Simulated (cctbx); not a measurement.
# A disordered crystal of nominal Li4NbV3S8

Cell a = 6.8980 Å, b = 6.8980 Å, c = 18.5550 Å, α = 90.00°, β = 90.00°, γ = 120.00°; space group R-3m (no. 166); nominal formula Li4NbV3S8.

The data are simulated with cctbx, not measured: synchrotron X-rays, λ = 0.7749 Å, to d = 0.7 Å, 95 % of the full sphere, strongest reflection 40000 counts, noise from counting, a 2 % proportional error and a noise floor of 8 counts (s.d.); no absorption, and some extinction, which the refinements don't model.

With every site full:

```text
Rint 0.027, 326 unique reflections to 0.70 A
cycle     R1     wR2    GooF  max shift (A)
   1  0.1223  0.2564  11.887   0.00119
   3  0.0373  0.0798   3.697   0.00004
final R1 0.0373 wR2 0.0798 GooF 3.697  parameters 21  data/parameter 15.5
atom        x        y        z      Ueq    occ   su(xyz)  su(Uiso or U11)
Nb1    0.00000  0.00000  0.00000   0.0300  1.000  0.00000  0.0006
V2     0.00000  0.50000  0.00000   0.0172  1.000  0.00000  0.0006
S1     0.01727  0.50864  0.24714   0.0188  1.000  0.00023  0.0007
S2     0.00000  0.00000  0.26061   0.0183  1.000  0.00013  0.0008
Li1    0.33333  0.16667  0.16667   0.0704  1.000  0.00000  0.0197
Li2    0.33333  0.66667  0.16667   0.0680  1.000  0.00000  0.0196
difference map: max 1.50 min -1.62 rms 0.20
Q1    0.0000  0.0000  0.5000    3    1.50  0.00 A from Li2
Q2    0.0000  0.4512  0.0000   18    1.43  0.34 A from V2
Q3    0.0000  0.0000  0.0000    3    1.27  0.00 A from Nb1
Q4    0.0000  0.0000  0.2756    6    0.92  0.28 A from S2
Q5    0.0000  0.0000  0.2367    6    0.46  0.44 A from S2
Q6    0.0828  0.2687  0.5753   36    0.42  0.46 A from S1
```

With the occupancies of the suspect sites free, each still typed as its main element:

```text
Rint 0.027, 326 unique reflections to 0.70 A
cycle     R1     wR2    GooF  max shift (A)
   1  0.1589  0.3017  14.031   0.00144
   9  0.0122  0.0209   0.970   0.00000
final R1 0.0122 wR2 0.0208 GooF 0.969  parameters 23  data/parameter 14.2
atom        x        y        z      Ueq    occ   su(xyz)  su(Uiso or U11)
Nb1    0.00000  0.00000  0.00000   0.0263  0.926  0.00000  0.0002
V2     0.00000  0.50000  0.00000   0.0205  1.061  0.00000  0.0002
S1     0.01754  0.50877  0.24708   0.0202  1.000  0.00007  0.0002
S2     0.00000  0.00000  0.26073   0.0193  1.000  0.00003  0.0002
Li1    0.33333  0.16667  0.16667   0.0581  1.000  0.00000  0.0044
Li2    0.33333  0.66667  0.16667   0.0363  1.000  0.00000  0.0030
su of occupancy Nb1: 0.003
su of occupancy V2: 0.004
difference map: max 0.33 min -0.39 rms 0.09
Q1    0.9980  0.4003  0.4563   36    0.34  1.06 A from Li1
Q2    0.0000  0.0000  0.2788    6    0.32  0.34 A from S2
Q3    0.0887  0.1774  0.4248   18    0.31  1.64 A from S1
Q4    0.0390  0.5195  0.2984   18    0.30  0.96 A from S1
Q5    0.0922  0.5461  0.5705   18    0.29  1.42 A from Li1
Q6    0.0510  0.1021  0.5523   18    0.27  1.15 A from Li2
```

**Question.** What is the disorder?

X-rays count electrons. Nb1 refines to 0.926(0.003), or 38.0 electrons; the site truly holds 0.8 Nb and 0.2 V, 37.4 electrons, which is 0.912 of Nb; V2 refines to 1.061(0.004), or 24.4 electrons; the site truly holds 0.9333 V and 0.0667 Nb, 24.2 electrons, which is 1.052 of V. A value under 1 can't tell vacancies from a lighter guest, and one over 1 needs a heavier guest; chemistry or a second radiation must settle which. Occupancy correlates with U and the scale, and the two elements' form factors differ in shape, so the match is approximate.

Freeing them takes R1 from 0.0373 to 0.0122 and GooF from 3.70 to 0.97.

The model is made up (kin elements in a known structure type, no relaxation), so it says nothing on whether the phase exists.

[Middle refinement cycles are left out of these outputs.]

[Logs are printed without paths, hosts, clocks, repeated set-up lines and the standing remarks that a program may print on its own settings, such as how far it seeks lower states.]
